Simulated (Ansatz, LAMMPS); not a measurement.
# Squeezing and shearing amorphous 32Ga2O3-68GeO2 (mol %) (69 atoms), part 2 of 3

Aim: relax amorphous 32Ga2O3-68GeO2 (mol %) (69 atoms), then change its volume and shape to read moduli from the stress.

Ansatz 0.2.0; Kohn-Sham DFT, PBE, PAW (set soft_1), plane waves.

The cell: 12 Ga, 13 Ge and 44 O. The quench rate of 20 K/ps is orders of magnitude faster than experiment. The starting topology of bonds comes from the classical model. Sampling is at Γ alone.

So far. Step 2 (Single point at the start): The r.m.s. force at the start is 0.88 eV/Å. Step 3 (Cell and atoms relaxed): The relaxation converged after 33 steps, with a largest force component of 0.021 eV/Å.

### 4. Single point at the relaxed geometry

The electronic structure is read at the final geometry, in a run of its own.

input.yaml reads:

```yaml
crystal:
  lattice:
    - [9.01443, 0.04056, -0.04108]
    - [0.04056, 10.21089, -0.00163]
    - [-0.04108, -0.00163, 9.89482]
  atoms:
    - { symbol: Ga, position: [0.89975, 0.01899, 0.22717] }
    - { symbol: Ga, position: [0.23755, 0.91297, 0.80368] }
    - { symbol: Ga, position: [0.02392, 0.90184, 0.53633] }
    - { symbol: Ga, position: [0.36041, 0.62203, 0.11735] }
    - { symbol: Ga, position: [0.03204, 0.3336, 0.45944] }
    - { symbol: Ga, position: [0.17566, 0.29649, 0.85413] }
    [... 57 atom lines left out ...]
    - { symbol: O, position: [0.68616, 0.15803, 0.75718] }
    - { symbol: O, position: [0.91584, 0.84328, 0.13761] }
    - { symbol: O, position: [0.40184, 0.46731, 0.02652] }
    - { symbol: O, position: [0.30464, 0.7345, 0.83493] }
    - { symbol: O, position: [0.52025, 0.22648, 0.92713] }
    - { symbol: O, position: [0.41432, 0.60266, 0.30533] }
kpoints:
  mp_grid: { grid: [1, 1, 1] }
hamiltonian:
  xc: pbe
  pseudopotentials: { kind: paw, azcp: { folder: soft_1 } }
scf:
  occupations: { method: fixed }
output:
  forces: true
  stress: true
  populations: true
  dos:
    method: { smearing: { sigma: 0.15 } }
    de: 0.1
    projected: { site_lists: { Ga: [Ga], Ge: [Ge], O: [O] } }
  eigenvalues: true
  write_density: true
  write_potential: true
  volumetric_format: npy
  elf: true
```

The run is started by

```bash
$ ansatz run input.yaml --threads 4 --pin off --max-ram 8192MiB --backend cpu --events-out ev --progress --plain --runs-dir out
```

Numbers of over 12 decimals in the logs are rounded to 6 here.

Output:

```text
[...]
Crystal: 69 atoms, lattice volume = 910.739 Å³
Basis set: ecut = 420 eV, 17797 PW (Γ), exchange–correlation on 128×144×144 points (8 copies of the dense FFT grid, shifted against one another)
Bands: 370, of which v1, the nominal top of the filled ones, is band 301 counted from 1 (300 counted from 0)
Symmetry: 1 space group operations
[...]
k-points: 1
[...]
SCF iter   1: F=—  HF=-126218.104786 eV  |F-HF|=—  |Δ(HF+E_count)|=         —  Δρ=1.06e-1  dr2=6.52e1  ethr=3.10e-3  ⟨swp⟩=4.0  Hψ=1242  notcnv=0  defer=65
[...]
SCF iter  14: F=-126197.618474 eV  HF=-126197.618474 eV  |F-HF|=7.19e-9  |Δ(HF+E_count)|=   1.85e-9  Δρ=1.16e-6  dr2=1.17e-8  ethr=1.66e-11  ⟨swp⟩=8.0  Hψ=2146  notcnv=0
SCF 1 converged in 14 iterations: F = -126197.618474 eV  dr2 = 1.17e-8
[...]
SCF converged after 14 iterations
Free energy (F): -126197.618474 eV
[...]
Internal energy: -126197.618474 eV  (E = F + TS)
E sigma→0 (E₀):  -126197.618474 eV
Fermi energy:    5.101914 eV
[...]
--- Forces (eV/Å), atoms counted from 1 ---
  atom   1  Ga    -0.01072726    -0.01112343     0.00015699
  atom   2  Ga    -0.00102095     0.00284857     0.00637215
  atom   3  Ga    -0.00321231    -0.00924376     0.00673744
  atom   4  Ga    -0.00107846     0.00783256     0.00034755
  atom   5  Ga    -0.00057421    -0.00279222     0.00042905
  atom   6  Ga    -0.00404381     0.00352631    -0.01339115
  atom   7  Ga    -0.00434017     0.01714514    -0.00288553
  atom   8  Ga     0.01197112    -0.00562207     0.00999711
  atom   9  Ga    -0.01207065    -0.01413260    -0.00423509
  atom  10  Ga    -0.00128851     0.00323112     0.00930931
  atom  11  Ga     0.00304732    -0.00921805    -0.00737320
  atom  12  Ga    -0.01692426     0.00813535     0.00485214
  atom  13  Ge     0.00163135     0.00528739     0.00034758
  atom  14  Ge     0.00190700     0.00301925     0.00139815
[...]
atom  68  O     -0.00468755     0.00650285    -0.00229296
  atom  69  O     -0.00065422    -0.00185439     0.00178923
  max |Σ_I F_I| component: 4.60e-5 eV/Å
--- Stress (GPa, compression-positive) ---
       -0.031761      -0.005500      -0.018392
       -0.005500      -0.004390      -0.005664
       -0.018392      -0.005664      -0.017511
  P = ⅓ Tr σ = -0.0179 GPa (-0.179 kbar)
--- Band table (eV) ---
[...]
--- Löwdin populations: 69 sites ---
  site symbol       q [e]
     0     Ga     11.9025
     1     Ga     11.8957
     2     Ga     11.8782
[...]
68      O      6.6674
  spilling = 0.004559 (of n_electrons = 602.000000)
```

Wall time 21 s (4 threads of Arm Neoverse V1, shared host); peak memory 1.3 GiB.

Read from the output:

```
free energy                                      : -126197.6185 eV
free energy per atom                             : -1828.9510 eV/atom
SCF cycles                                       : 14
pressure                                         : -0.01789 GPa
r.m.s. force component                           : 0.00614 eV/Å
longest force                                    : 0.02255 eV/Å
Fermi energy                                     : 5.102 eV
gap (highest filled to lowest empty level) : 1.759 eV
spilling of the projection                       : 0.004559
```

Löwdin charges by element and coordination (they lack the spilled electrons, 0.040 e an atom on average):

```tsv
element	coordination	atoms	mean charge (e)	spread	least	most
Ga	all	12	1.08	0.0198	1.05	1.12
Ga	4	6	1.09	0.0248	1.05	1.12
Ga	5	5	1.07	0.0099	1.06	1.08
Ga	6	1	1.08	0	1.08	1.08
Ge	all	13	1.49	0.0219	1.45	1.52
Ge	4	8	1.50	0.0178	1.47	1.52
Ge	5	5	1.47	0.0109	1.45	1.48
O	all	44	-0.671	0.0177	-0.716	-0.641
O	2	20	-0.678	0.019	-0.716	-0.647
O	3	24	-0.665	0.0139	-0.697	-0.641
```

Density of states as counts of states in windows of 1 eV (from the Fermi level), total and the larger projections:

```tsv
from (eV)	to (eV)	total	O p	Ga d
-14	-13	67.6	0.8	65.3
-13	-12	51.1	0.7	48.0
-12	-11	1.2	0.0	1.0
-11	-10	0.0	0.0	0.0
-10	-9	3.9	2.0	0.0
-9	-8	7.1	3.7	0.1
-8	-7	10.8	5.9	0.1
-7	-6	15.1	9.4	0.1
-6	-5	22.0	15.2	0.1
-5	-4	26.7	19.7	0.2
-4	-3	33.6	26.5	0.2
-3	-2	41.5	36.1	0.2
-2	-1	60.9	57.1	0.3
-1	0	41.5	39.9	0.2
0	1	0.8	0.8	0.0
1	2	2.0	0.3	0.0
2	3	0.0	0.0	0.0
3	4	5.1	1.5	0.0
4	5	12.1	3.5	0.0
```

With fixed occupations the program's Fermi level is the highest filled level; weight inside the gap is the broadening of levels at its edges.

Between -25 and -14 eV lie 218 more states.

The levels nearest the highest filled one (over half full), pooled over k-points and spins:

```tsv
level less the highest filled one (eV)	occupation
-0.350	2
-0.313	2
-0.288	2
-0.159	2
-0.106	2
0	2
1.76	0
3.77	0
3.91	0
4.04	0
4.19	0
4.43	0
```

Electrostatic potential energy in the bc plane at fractional x = 0.007, with atoms of Ga and Ge and O within 0.2 Å of it. With pseudopotentials it is smooth inside the atoms' cores, unlike the true potential.

Ten even steps from '0' (-26 eV) to '9' (13 eV), each cell a mean:
```
58999578999985233237888777788
68999578999987422354588876325
66776667899998766774589884001
87766201699999888888899996214
99887000499999887788999999889
99998312799999864346899999999
99998878999998732223766899999
99988889999998622332300289899
99988889999998732223200066678
89998888888898654447621357876
79999998766785126788998679996
79999986688666237999999769996
89999986899868889999999866766
99999986799768999999999987557
89999987666678999999999997101
69999998766889999999999996000
78899998744799999999988787423
66789998743799999999886667877
66778988767899999999876567876
77522688777889999999887667887
88400588888888888899988878888
88734799888988766688999888998
87666889999887422358999888998
66886688999885233237898888888
```
Columns run along b (10.2 Å; values clipped at the 3rd and 97th percentile), rows up along c (9.9 Å). Atoms in or near the plane, at fractional coordinates: Ga at (0.90, 0.54), Ga at (0.10, 0.95), Ge at (0.59, 0.68), Ge at (0.55, 0.99), O at (0.94, 0.35), O at (0.76, 0.65), O at (0.22, 0.80).

ELF in the bc plane at fractional x = 0.007, with atoms of Ga and Ge and O within 0.2 Å of it. It is the smooth field of the valence electrons, not physical close to the nuclei.

Ten even steps from '_' (0.00) to '@' (0.84), each cell a mean:
```
::..______::..__..==****==::::....::==####++--..::==****==
==..______::::..____::::....::::::--**@@@@%%==..--##@@%%%%
**::....::++##**==..______..::--::::**@@@@@@==..==@@%%##@@
##::..::**@@%%@@%%==..____--++==::..--##%%**::__--%%@@@@@@
==....==%%@@**%%@@**..__..--++++==::..::::..____..++%%@@##
______--##@@%%@@%%++..____::====--::::....::--::____::::..
______..==####**==::________::--::..::--++%%@@%%==________
--::......::::..____________::::..::..==%%%%%%@@##::__..::
====::......____________..::====::..::++%%**++%%**::..::--
----..________..::......--**%%##++--::==%%@@@@%%==......::
::..__________..::::..::++%%@@@@%%==..::++####==..______::
..______................==@@@@@@@@++______..::....______::
..______..........____..::**%%@@##::__________....::::::::
++..____..........____....::--==::____::--::____::++######
%%==__________......::....__________..==++==..__==%%@@%%@@
@@++..________..--++++==::__________..====--....++@@%%**%%
**--..________--**%%%%##++..__________::::......--##%%%%%%
::....::::..__--##%%@@%%++::______________........::==++==
..::==####++....==**##**==..______________....::::........
..==%%@@@@%%==....::--::..__________..____..::==++++--....
..++%%%%@@@@**::......________..........__..--**%%##++::__
..==##@@@@%%++..__..::::......::::::::..____::++##**==..__
__..--==++==::__..==**++--::::::::::::..______::----..____
..........::..__::**%%##++--::....::--::::................
```
Columns run along b (10.2 Å), rows up along c (9.9 Å). Atoms in or near the plane, at fractional coordinates: Ga at (0.90, 0.54), Ga at (0.10, 0.95), Ge at (0.59, 0.68), Ge at (0.55, 0.99), O at (0.94, 0.35), O at (0.76, 0.65), O at (0.22, 0.80).

The highest filled and lowest empty levels differ by 1.76 eV (at Γ alone); a semilocal functional tends to put such gaps too low. In a disordered cell it changes from sample to sample, and tail or defect levels can set it. Mean Löwdin charges: Ga +1.08, Ge +1.49, O -0.67 e (they miss 0.46 % of the electrons, so they add up to more than the cell's charge).

### 5. Volume -3 %

The relaxed cell is scaled evenly and the atoms are relaxed again; the stress at the end gives one point of P(V).

input.yaml, the sections that differ from step 4:

```yaml
crystal:
  lattice:
    - [8.92337, 0.04015, -0.04067]
    - [0.04015, 10.10774, -0.00161]
    - [-0.04067, -0.00161, 9.79487]
  atoms:
    [... the 69 atom lines of step 4 ...]
output:
  forces: true
  eigenvalues: true
  stress: true
relax:
  f_tol: 0.05
  max_steps: 70
# kpoints, hamiltonian, scf: as in step 4
```

Output:

```text
Warning: output.stress: scf.convergence.dr2_threshold = 1e-7 eV (the SCF's general default) is looser than the 6.9e-9 eV advised for a printed stress (1e-10 eV for each atom of the cell: 69). What an SCF threshold leaves in a stress goes as its square root, and in the free energy as the threshold itself, and one threshold admits the most on a small cell: [...]
[...]
Crystal: 69 atoms, lattice volume = 883.417 Å³
Basis set: ecut = 420 eV, 17251 PW (Γ), exchange–correlation on 120×144×144 points (8 copies of the dense FFT grid, shifted against one another)
Bands: 370, of which v1, the nominal top of the filled ones, is band 301 counted from 1 (300 counted from 0)
Symmetry: 1 space group operations
[...]
k-points: 1
[...]
SCF iter   1: F=—  HF=-126218.522775 eV  |F-HF|=—  |Δ(HF+E_count)|=         —  Δρ=1.09e-1  dr2=6.82e1  ethr=3.10e-3  ⟨swp⟩=4.0  Hψ=1260  notcnv=0  defer=66
[...]
SCF iter   9: F=—  HF=-126197.212893 eV  |F-HF|=—  |Δ(HF+E_count)|=   1.27e-4  Δρ=9.59e-5  dr2=7.79e-5  ethr=6.24e-8  ⟨swp⟩=2.0  Hψ=608  notcnv=0  defer=67
SCF iter  10: F=-126197.212914 eV  HF=-126197.212908 eV  |F-HF|=5.19e-6  |Δ(HF+E_count)|=   1.54e-5  Δρ=2.53e-5  dr2=6.87e-6  ethr=1.04e-8  ⟨swp⟩=12.0  Hψ=1995  notcnv=0
SCF 1 converged in 10 iterations: F = -126197.212914 eV  dr2 = 6.87e-6
[...]
relax step   1: F+E_penalty+E_count = -126197.21291353 eV  Δ(F+E_penalty+E_count) = +0.000e0 eV  max|allowed force component| = 3.445e-1 eV/Å  Δτ_max = 0.0000 Å  (10 SCF iters, dr2 threshold 6.25e-5 eV, accepted)
[...]
relax step   2: F+E_penalty+E_count = -126197.32057206 eV  Δ(F+E_penalty+E_count) = -1.077e-1 eV  max|allowed force component| = 2.303e-1 eV/Å  Δτ_max = 0.0398 Å  (6 SCF iters, dr2 threshold 7.42e-6 eV, accepted)
[...]
relax step   3: F+E_penalty+E_count = -126197.39820623 eV  Δ(F+E_penalty+E_count) = -7.763e-2 eV  max|allowed force component| = 1.103e-1 eV/Å  Δτ_max = 0.0487 Å  (8 SCF iters, dr2 threshold 3.32e-6 eV, accepted)
relax step   4: F+E_penalty+E_count = -126197.34627734 eV  Δ(F+E_penalty+E_count) = +5.193e-2 eV  max|allowed force component| = 5.209e-1 eV/Å  Δτ_max = 0.2000 Å  (9 SCF iters, dr2 threshold 2.79e-6 eV, rejected (line search))
relax step   5: F+E_penalty+E_count = -126197.44777393 eV  Δ(F+E_penalty+E_count) = -4.957e-2 eV  max|allowed force component| = 1.851e-1 eV/Å  Δτ_max = 0.0950 Å  (11 SCF iters, accepted)
relax step   6: F+E_penalty+E_count = -126197.47634937 eV  Δ(F+E_penalty+E_count) = -2.858e-2 eV  max|allowed force component| = 1.482e-1 eV/Å  Δτ_max = 0.1000 Å  (7 SCF iters, dr2 threshold 7.86e-6 eV, accepted)
relax step   7: F+E_penalty+E_count = -126197.50372591 eV  Δ(F+E_penalty+E_count) = -2.738e-2 eV  max|allowed force component| = 1.117e-1 eV/Å  Δτ_max = 0.1442 Å  (6 SCF iters, dr2 threshold 1.41e-5 eV, accepted)
relax step   8: F+E_penalty+E_count = -126197.51300098 eV  Δ(F+E_penalty+E_count) = -9.275e-3 eV  max|allowed force component| = 1.548e-1 eV/Å  Δτ_max = 0.1215 Å  (7 SCF iters, dr2 threshold 7.09e-6 eV, accepted)
relax step   9: F+E_penalty+E_count = -126197.52175117 eV  Δ(F+E_penalty+E_count) = -8.750e-3 eV  max|allowed force component| = 1.394e-1 eV/Å  Δτ_max = 0.0777 Å  (6 SCF iters, dr2 threshold 1.36e-5 eV, accepted)
relax step  10: F+E_penalty+E_count = -126197.52461955 eV  Δ(F+E_penalty+E_count) = -2.868e-3 eV  max|allowed force component| = 4.249e-2 eV/Å  Δτ_max = 0.0223 Å  (6 SCF iters, dr2 threshold 1.58e-5 eV, accepted)
[...]
relax step  11: F+E_penalty+E_count = -126197.52462002 eV  Δ(F+E_penalty+E_count) = -4.713e-7 eV  max|allowed force component| = 4.294e-2 eV/Å  Δτ_max = 0.0000 Å  (4 SCF iters, accepted)
SCF converged after 4 iterations
Free energy (F): -126197.524620 eV
[...]
Internal energy: -126197.524620 eV  (E = F + TS)
E sigma→0 (E₀):  -126197.524620 eV
Fermi energy:    5.440141 eV
[...]
Σ components = -126197.524620   (vs F -126197.524620, Δ=0.00e0)
--- Forces (eV/Å), atoms counted from 1 ---
  atom   1  Ga     0.00917096     0.00132166    -0.00631726
  atom   2  Ga     0.01308096    -0.01965373     0.00189072
  atom   3  Ga    -0.00644706    -0.01109158     0.00914833
  atom   4  Ga     0.00293768     0.01129846     0.00660133
[...]
atom  69  O      0.00115071     0.00288797    -0.00906475
  max |Σ_I F_I| component: 8.73e-5 eV/Å
--- Stress (GPa, compression-positive) ---
        2.194060      -0.067395      -0.672717
       -0.067395       1.381085      -0.253046
       -0.672716      -0.253046       1.630945
  P = ⅓ Tr σ = 1.7354 GPa (17.354 kbar)
--- Band table (eV) ---
[...]
--- Relaxed structure (11 steps of the walk, 10 accepted, 0 SCFs on fresh bases) ---
  F+E_penalty+E_count = -126197.52462002 eV   max|allowed force component| = 4.294e-2 eV/Å
  atoms:
    - { symbol: Ga, position: [0.889980, 0.026053, 0.221637] }
    - { symbol: Ga, position: [0.241981, 0.922990, 0.808990] }
    - { symbol: Ga, position: [0.022370, 0.895750, 0.533405] }
    - { symbol: Ga, position: [0.354398, 0.640170, 0.114503] }
[...]
- { symbol: O, position: [0.413918, 0.608748, 0.304330] }
```

Run time: 2.1 min. Hardware: 4 threads; peak memory 1.3 GiB; 7.8 min of CPU time.

The program notes that the SCF threshold is loose for the stress.

The relaxation converged after 11 steps, 0.312 eV below its start, with a largest force component of 0.043 eV/Å.

Volume -3 %: the energy stands 0.0939 eV above that of the reference, at a pressure of 1.74 GPa.

### 6. Volume +3 %

The relaxed cell is scaled to another volume.

Input and log are left out; they have the form of those shown for this kind of step.

It took 1.9 min on 4 threads of Arm Neoverse V1, shared host; peak memory 1.3 GiB; 7.3 min of CPU time.

The relaxation converged after 9 steps, 0.186 eV below its start, with a largest force component of 0.048 eV/Å.

Volume +3 %: the energy stands 0.178 eV above that of the reference, at a pressure of -2.12 GPa.

### 7. Volume -6 %

The relaxed cell is scaled to another volume.

Input and log are left out; they have the form of those shown for this kind of step.

Run time: 2.1 min. Hardware: 4 threads of Arm Neoverse V1, shared host; peak memory 1.3 GiB.

The relaxation converged after 11 steps, 1.18 eV below its start, with a largest force component of 0.023 eV/Å.

Volume -6 %: the energy stands 0.541 eV above that of the reference, at a pressure of 3.77 GPa.

### 8. Volume +6 %

The relaxed cell is scaled to another volume.

input.yaml, the sections that differ from step 5:

```yaml
crystal:
  lattice:
    - [9.19123, 0.04136, -0.04189]
    - [0.04136, 10.41115, -0.00166]
    - [-0.04189, -0.00166, 10.08889]
  atoms:
    [... the 69 atom lines of step 4 ...]
# kpoints, hamiltonian, scf, output, relax: as in step 5
```

Output:

```text
[...]
Crystal: 69 atoms, lattice volume = 965.383 Å³
Basis set: ecut = 420 eV, 18869 PW (Γ), exchange–correlation on 128×144×144 points (8 copies of the dense FFT grid, shifted against one another)
Bands: 370, of which v1, the nominal top of the filled ones, is band 301 counted from 1 (300 counted from 0)
Symmetry: 1 space group operations
[...]
k-points: 1
[...]
SCF iter   1: F=—  HF=-126215.346020 eV  |F-HF|=—  |Δ(HF+E_count)|=         —  Δρ=9.98e-2  dr2=6.03e1  ethr=3.10e-3  ⟨swp⟩=4.0  Hψ=1241  notcnv=0  defer=61
[...]
SCF iter   9: F=—  HF=-126196.235947 eV  |F-HF|=—  |Δ(HF+E_count)|=   1.73e-4  Δρ=8.26e-5  dr2=7.87e-5  ethr=1.01e-7  ⟨swp⟩=2.0  Hψ=602  notcnv=0  defer=67
SCF iter  10: F=-126196.235995 eV  HF=-126196.236005 eV  |F-HF|=9.79e-6  |Δ(HF+E_count)|=   5.77e-5  Δρ=4.81e-5  dr2=2.04e-5  ethr=1.04e-8  ⟨swp⟩=12.0  Hψ=1872  notcnv=0
SCF 1 converged in 10 iterations: F = -126196.235995 eV  dr2 = 2.04e-5
[...]
relax step   1: F+E_penalty+E_count = -126196.23599515 eV  Δ(F+E_penalty+E_count) = +0.000e0 eV  max|allowed force component| = 5.582e-1 eV/Å  Δτ_max = 0.0000 Å  (10 SCF iters, dr2 threshold 6.25e-5 eV, accepted)
[...]
relax step   2: F+E_penalty+E_count = -126196.58851148 eV  Δ(F+E_penalty+E_count) = -3.525e-1 eV  max|allowed force component| = 3.954e-1 eV/Å  Δτ_max = 0.0810 Å  (7 SCF iters, dr2 threshold 1.95e-5 eV, accepted)
[...]
relax step   3: F+E_penalty+E_count = -126196.80941252 eV  Δ(F+E_penalty+E_count) = -2.209e-1 eV  max|allowed force component| = 1.700e-1 eV/Å  Δτ_max = 0.0801 Å  (8 SCF iters, dr2 threshold 9.77e-6 eV, accepted)
relax step   4: F+E_penalty+E_count = -126196.79995683 eV  Δ(F+E_penalty+E_count) = +9.456e-3 eV  max|allowed force component| = 4.083e-1 eV/Å  Δτ_max = 0.2000 Å  (8 SCF iters, dr2 threshold 5.34e-6 eV, rejected (line search))
relax step   5: F+E_penalty+E_count = -126196.88723483 eV  Δ(F+E_penalty+E_count) = -7.782e-2 eV  max|allowed force component| = 8.897e-2 eV/Å  Δτ_max = 0.0975 Å  (10 SCF iters, accepted)
relax step   6: F+E_penalty+E_count = -126196.90192637 eV  Δ(F+E_penalty+E_count) = -1.469e-2 eV  max|allowed force component| = 9.768e-2 eV/Å  Δτ_max = 0.1000 Å  (10 SCF iters, accepted)
relax step   7: F+E_penalty+E_count = -126196.90599487 eV  Δ(F+E_penalty+E_count) = -4.069e-3 eV  max|allowed force component| = 1.262e-1 eV/Å  Δτ_max = 0.0178 Å  (6 SCF iters, dr2 threshold 2.61e-6 eV, accepted)
relax step   8: F+E_penalty+E_count = -126196.91047951 eV  Δ(F+E_penalty+E_count) = -4.485e-3 eV  max|allowed force component| = 2.598e-2 eV/Å  Δτ_max = 0.0319 Å  (6 SCF iters, dr2 threshold 1.59e-5 eV, accepted)
[...]
relax step   9: F+E_penalty+E_count = -126196.91047997 eV  Δ(F+E_penalty+E_count) = -4.657e-7 eV  max|allowed force component| = 2.683e-2 eV/Å  Δτ_max = 0.0000 Å  (4 SCF iters, accepted)
SCF converged after 4 iterations
Free energy (F): -126196.910480 eV
[...]
Internal energy: -126196.910480 eV  (E = F + TS)
E sigma→0 (E₀):  -126196.910480 eV
Fermi energy:    4.444847 eV
[...]
Σ components = -126196.910480   (vs F -126196.910480, Δ=0.00e0)
--- Forces (eV/Å), atoms counted from 1 ---
  atom   1  Ga     0.00499199     0.00969417     0.00808531
  atom   2  Ga    -0.01166318     0.00203451     0.00225307
  atom   3  Ga     0.00415949     0.00215183    -0.00362501
  atom   4  Ga     0.00779156     0.00244299     0.00737365
[...]
atom  69  O     -0.00945050    -0.00139868     0.00928617
  max |Σ_I F_I| component: 1.68e-4 eV/Å
--- Stress (GPa, compression-positive) ---
       -4.509999       0.047354       0.543697
        0.047354      -3.918828       0.472375
        0.543697       0.472375      -3.834484
  P = ⅓ Tr σ = -4.0878 GPa (-40.878 kbar)
--- Band table (eV) ---
[...]
--- Relaxed structure (9 steps of the walk, 8 accepted, 0 SCFs on fresh bases) ---
  F+E_penalty+E_count = -126196.91047997 eV   max|allowed force component| = 2.683e-2 eV/Å
  atoms:
    - { symbol: Ga, position: [0.906322, 0.017552, 0.235431] }
    - { symbol: Ga, position: [0.235790, 0.902518, 0.797694] }
    - { symbol: Ga, position: [0.025751, 0.908783, 0.541995] }
    - { symbol: Ga, position: [0.359087, 0.611259, 0.116028] }
[...]
- { symbol: O, position: [0.409604, 0.597021, 0.301839] }
```

Run time: 1.9 min. Hardware: 4 threads; peak memory 1.4 GiB; 7.1 min of CPU time.

The relaxation converged after 9 steps, 0.674 eV below its start, with a largest force component of 0.027 eV/Å.

Volume +6 %: the energy stands 0.708 eV above that of the reference, at a pressure of -4.09 GPa.

(Part 2 of 3 ends here.)

[Logs are printed without paths, hosts, clocks, repeated set-up lines and the standing remarks that a program may print on its own settings, such as how far it seeks lower states.]

[Hosts, paths, dates, database ids (printed as entryN), source tags and the programs' standing remarks are cut or masked in the printed files.]
